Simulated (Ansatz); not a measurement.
# Cs3Tl, from a guessed structure to a relaxed one, part 2 of 2

Starting from a made-up structure for Cs3Tl, the aim is the relaxed cell, its shortest contacts and, where a second run follows, its electronic structure.

Ansatz 0.2.0; DFT, PBE, plane-wave PAW, files of the set soft_1, scalar-relativistic, no spin, cell and ions relaxed at zero pressure; PAW set soft_1 (the session's first sound run).

So far: The structure; Relaxing cell and atoms. The relaxed cell has a = 10.373 Å (conventional setting).

### 3. Electronic structure of the relaxed cell

A second self-consistent run takes a narrower smearing and the mesh shown in its input; the bands follow along the standard path of the relaxed lattice.

This step: DFT, PBE, plane-wave PAW, files of the set soft_1, scalar-relativistic, no spin, bands and density of states at the relaxed cell; PAW set soft_1 (Ansatz 0.2.0).

Contents of input.yaml:

```yaml
crystal:
  lattice:
    - [0.0, 5.1866323281, 5.1866323281]
    - [5.1866323281, 0.0, 5.1866323281]
    - [5.1866323281, 5.1866323281, 0.0]
  atoms:
    - { symbol: Tl, position: [0.0, 0.0, 0.0] }
    - { symbol: Cs, position: [0.5, 0.5, 0.5] }
    - { symbol: Cs, position: [0.75, 0.75, 0.75] }
    - { symbol: Cs, position: [0.25, 0.25, 0.25] }
kpoints:
  mp_grid: { grid: [6, 6, 6] }
  band_path:
    path:
      - [[0.0, 0.0, 0.0], [0.5, 0.0, 0.5], [0.5, 0.25, 0.75], [0.375, 0.375, 0.75], [0.0, 0.0, 0.0], [0.5, 0.5, 0.5], [0.625, 0.25, 0.625], [0.5, 0.25, 0.75], [0.5, 0.5, 0.5], [0.375, 0.375, 0.75]]
      - [[0.625, 0.25, 0.625], [0.5, 0.0, 0.5]]
    npoints: 8
scf:
  occupations: { method: fermi_dirac, width: 0.03 }
  n_extra_bands: 8
hamiltonian:
  xc: pbe
  pseudopotentials: { kind: paw, azcp: { folder: soft_1 } }
output:
  forces: true
  stress: true
  write_bands: true
  dos: { projected: true }
  write_density: true
  write_potential: true
  elf: true
  volumetric_format: npy
```

The run is started by

```bash
$ ansatz run input.yaml --threads 4 --pin off --max-ram 10240MiB --backend cpu --events-out ev --progress --plain --runs-dir out
```

Numbers of over 12 decimals in the logs are rounded to 6 here.

The program printed:

```text
[...]
Crystal: 4 atoms, lattice volume = 279.053 Å³
Basis set: ecut = 420 eV, 5577 PW (Γ), exchange–correlation on 100×100×100 points (8 copies of the dense FFT grid, shifted against one another)
Bands: 28, of which v1, the nominal top of the filled ones, is band 20 counted from 1 (19 counted from 0)
Symmetry: 48 space group operations
[...]
k-points: 16 of 216
[...]
SCF iter   1: F=—  HF=-28459.513458 eV  |F-HF|=—  |Δ(HF+E_count)|=         —  Δρ=1.92e-2  dr2=2.28e0  ethr=3.10e-3  ⟨swp⟩=9.2  Hψ=2538  notcnv=0
[...]
SCF iter   9: F=-28458.715095 eV  HF=-28458.715095 eV  |F-HF|=4.75e-9  |Δ(HF+E_count)|=   5.26e-8  Δρ=1.72e-6  dr2=1.73e-8  ethr=2.50e-10  ⟨swp⟩=16.6  Hψ=3521  notcnv=0
SCF 1 converged in 9 iterations: F = -28458.715095 eV  dr2 = 1.73e-8
[...]
NSCF: frozen V_eff on 82 k-points
SCF converged after 9 iterations
Free energy (F): -28458.715095 eV
[...]
Internal energy: -28458.682293 eV  (E = F + TS)
E sigma→0 (E₀):  -28458.698694 eV
Entropy (-TS):   -0.032802 eV (-8.201 meV/atom)
Fermi energy:    4.303045 eV
[...]
--- Stress (GPa, compression-positive) ---
       -0.041047       0.000000      -0.000000
       -0.000000      -0.041047       0.000000
       -0.000000       0.000000      -0.041047
  P = ⅓ Tr σ = -0.0410 GPa (-0.410 kbar)
--- Band table (eV; the first three rows and the last of 16) ---
  k-point 0: bands = [... 16 lower, -5.8809, -1.6585, 3.7855, 4.3734, 4.3734, 4.3734, 5.1749, 5.1749, ... 4 higher]
  k-point 1: bands = [... 16 lower, -5.8850, -1.6317, 3.5202, 4.3256, 4.3256, 4.9056, 5.3912, 5.3912, ... 4 higher]
  k-point 2: bands = [... 16 lower, -5.8947, -1.5821, 3.3683, 4.2818, 4.2818, 5.3527, 5.8366, 5.8366, ... 4 higher]
  k-point 15: bands = [... 16 lower, -5.8990, -1.5446, 3.6700, 4.0899, 4.3576, 4.9354, 5.4716, 5.9964, ... 4 higher]
```

It took 7 s on 4 threads of Arm Neoverse V1, shared host; peak memory 0.72 GiB.

This step gave:

```
free energy             : -28458.7151 eV
energy at zero smearing : -28458.6987 eV
smearing term TS        : 0.03280 eV
Fermi energy            : 4.303 eV
pressure                : -0.04105 GPa
```

bands.tsv at the labelled points (eV, zero at the Fermi level; the bands that come nearest the Fermi level along the path):

```
point  band 17  band 18  band 19  band 20  band 21  band 22  band 23  band 24
    Γ   -10.18    -5.96    -0.52     0.07     0.07     0.07     0.87     0.87
    X   -10.20    -5.85    -0.79     0.31     0.31     0.44     0.51     1.84
    W   -10.20    -5.85    -0.45    -0.45     0.00     0.67     1.50     1.50
    K   -10.20    -5.85    -0.61    -0.35     0.16     0.63     1.19     1.72
    Γ   -10.18    -5.96    -0.52     0.07     0.07     0.07     0.87     0.87
    L   -10.20    -5.86    -0.96    -0.03    -0.03     1.13     1.45     1.78
    U   -10.20    -5.85    -0.61    -0.35     0.16     0.63     1.19     1.72
    W   -10.20    -5.85    -0.45    -0.45     0.00     0.67     1.50     1.50
    L   -10.20    -5.86    -0.96    -0.03    -0.03     1.13     1.45     1.78
    K   -10.20    -5.85    -0.61    -0.35     0.16     0.63     1.19     1.72
    U   -10.20    -5.85    -0.61    -0.35     0.16     0.63     1.19     1.72
    X   -10.20    -5.85    -0.79     0.31     0.31     0.44     0.51     1.84
```

Counts of states for the cell as run, both spins, by energy window (eV from the Fermi level):

```csv
from,to,total
-8,-7,0.00
-7,-6,0.00
-6,-5,2.00
-5,-4,0.00
-4,-3,0.00
-3,-2,0.00
-2,-1,0.00
-1,0,3.73
0,1,3.95
1,2,7.78
```

A further 34.0 states lie below the table's range.

Electrostatic potential energy in the ac plane of the conventional cell at fractional y = 0.000, with atoms of Tl and Cs within 0.2 Å of it. With pseudopotentials it is smooth inside the atoms' cores, unlike the true potential.

Ten even steps from '0' (-35 eV) to '9' (7 eV), each cell a mean:
```
00389999998632333589999999500
13699999999853334789999999841
78999999999887667899999999987
99999999999999889999999999999
99999999999999999999999999999
99999999999999999999999999999
99999999999999999999999999999
99999999999999999999999999999
88899999999999999999999999988
45789999999986567999999998865
23478999999851002799999998632
33368999999720000589999997423
32368999999830000699999998523
33589999999963114899999998643
67889999999998778999999999876
89999999999999999999999999998
99999999999999999999999999999
99999999999999999999999999999
99999999999999999999999999999
99999999999999999999999999999
99999999999988888999999999999
56899999999875456899999999975
01589999998743223689999999720
00279999998633332479999998500
```
Columns run along a (10.4 Å; values clipped at the 3rd and 97th percentile), rows up along c (10.4 Å), edges of the conventional cell, whose origin can differ from the input's. Atoms in or near the plane, at fractional coordinates: Tl at (0.00, 0.00), Tl at (0.50, 0.50), Cs at (0.50, 0.00), Cs at (0.00, 0.50).

Valence density in the ac plane of the conventional cell at fractional y = 0.000, with atoms of Tl and Cs within 0.2 Å of it. It is the smooth field of the valence electrons, not physical close to the nuclei.

Ten steps, logarithmic in the rise over the least value, from '_' (-0.1 e/Å³) to '@' (6.1 e/Å³), each cell a mean:
```
@@%%**==--::::::::::--==****==++**++==::::::::::----++%%@@
##**++----::::::::::--==++******++==--::::::::::::--==**##
====----::::::::::::::----==++====--::::::::::::::----====
------::::::::::::::::::::--------::::::::::::::::::::----
::::::::::::::::::::::::::::::::::::::::::::::::::::::::::
::::::::::::::::::::::::::::::::::::::::::::::::::::::::::
::::::::::::::::::::::::::::::::::::::::::::::::::::::::::
::::::::::::::::::::::::::::::::::::::::::::::::::::::::::
------::::::::::::::::::------------::::::::::::::::::----
++++==--::::::::::::::--==++++++==----::::::::::::----++++
****++==--::::::::::--==**##%%%%##++----::::::::::--++****
__++**==--::::::::::--==##@@@@@@%%++----::::::::--==++**==
==****==--::::::::::--==**%%@@@@##++----::::::::--==++**++
****++==--::::::::::----++######**==--::::::::::::--==++**
++==----::::::::::::::----========----::::::::::::::--====
----::::::::::::::::::::----------::::::::::::::::::::----
::::::::::::::::::::::::::::::::::::::::::::::::::::::::::
::::::::::::::::::::::::::::::::::::::::::::::::::::::::::
::::::::::::::::::::::::::::::::::::::::::::::::::::::::::
::::::::::::::::::::::::::::::::::::::::::::::::::::::::::
------::::::::::::::::::----------::::::::::::::::::------
++++==--::::::::::::::--==++++++==----::::::::::::----==++
%%##**==--::::::::::--==++********++--::::::::::----++##%%
@@@@##==--::::::::::--++**++__==**++==--::::::::----++%%@@
```
Columns run along a (10.4 Å), rows up along c (10.4 Å), edges of the conventional cell, whose origin can differ from the input's. Atoms in or near the plane, at fractional coordinates: Tl at (0.00, 0.00), Tl at (0.50, 0.50), Cs at (0.50, 0.00), Cs at (0.00, 0.50).

ELF in the ac plane of the conventional cell at fractional y = 0.000, with atoms of Tl and Cs within 0.2 Å of it. It is the smooth field of the valence electrons, not physical close to the nuclei.

Ten even steps from '0' (0.05) to '9' (0.87), each cell a mean:
```
01433332004897459961012333420
33433332002799999840012333343
43333322000368987410012233333
33332221000012332000011223333
33322110000000000000001122333
22221100001111111111000012222
00011000012223333221100001000
00000001122333333322110000000
65300001223333333332221000145
99841002233334443333321002699
89973002333343123433321015998
16994002333430002433321027993
48984002333331003433321017995
99962002333343334333321004899
98620002233333433333221001478
32100001222333333332211000023
00000000112233333322110000000
11111000011222222221000011111
33222100001100000010000112233
33332211000000000000001122333
33333221000035654100012223333
44333322001489998620012333334
13433332003899889951012333432
01333331004996149972012333420
```
Columns run along a (10.4 Å), rows up along c (10.4 Å), edges of the conventional cell, whose origin can differ from the input's. Atoms in or near the plane, at fractional coordinates: Tl at (0.00, 0.00), Tl at (0.50, 0.50), Cs at (0.50, 0.00), Cs at (0.00, 0.50).

### 4. Outcome

- space group, relaxed: Fm-3m
- conventional cell: a = 10.373, b = 10.373, c = 10.373 Å; α = 90.0°, β = 90.0°, γ = 90.0°
- volume per atom: 69.76 Å³ (guess 82.15)

What this shows: Cs3Tl relaxes to Fm-3m with a = 10.373, b = 10.373 and c = 10.373 Å. The guessed volume was 18 % too large. The space group Fm-3m was held in the relaxation, so the end point is a stationary structure within it and may be a saddle against distortions or other arrangements. Bands cross the Fermi level, so it is a metal or semimetal at this level. On the 6×6×6 mesh with the narrower smearing (relaxed on 4×4×4) the forces vanish, as symmetry may demand, and the largest stress component is 0.041 GPa, within the relaxation's thresholds of 0.015 eV/Å and 0.05 GPa. The cutoff wasn't tested. Spin-orbit coupling is left out, which can matter for elements this heavy. No dispersion term is used, so weakly bound directions may come out too long. Nothing here tests whether the compound is stable against decomposition.

[Logs are printed without paths, hosts, clocks, repeated set-up lines and the standing remarks that a program may print on its own settings, such as how far it seeks lower states.]

[Hosts, paths, dates, database ids (printed as entryN), source tags and the programs' standing remarks are cut or masked in the printed files.]
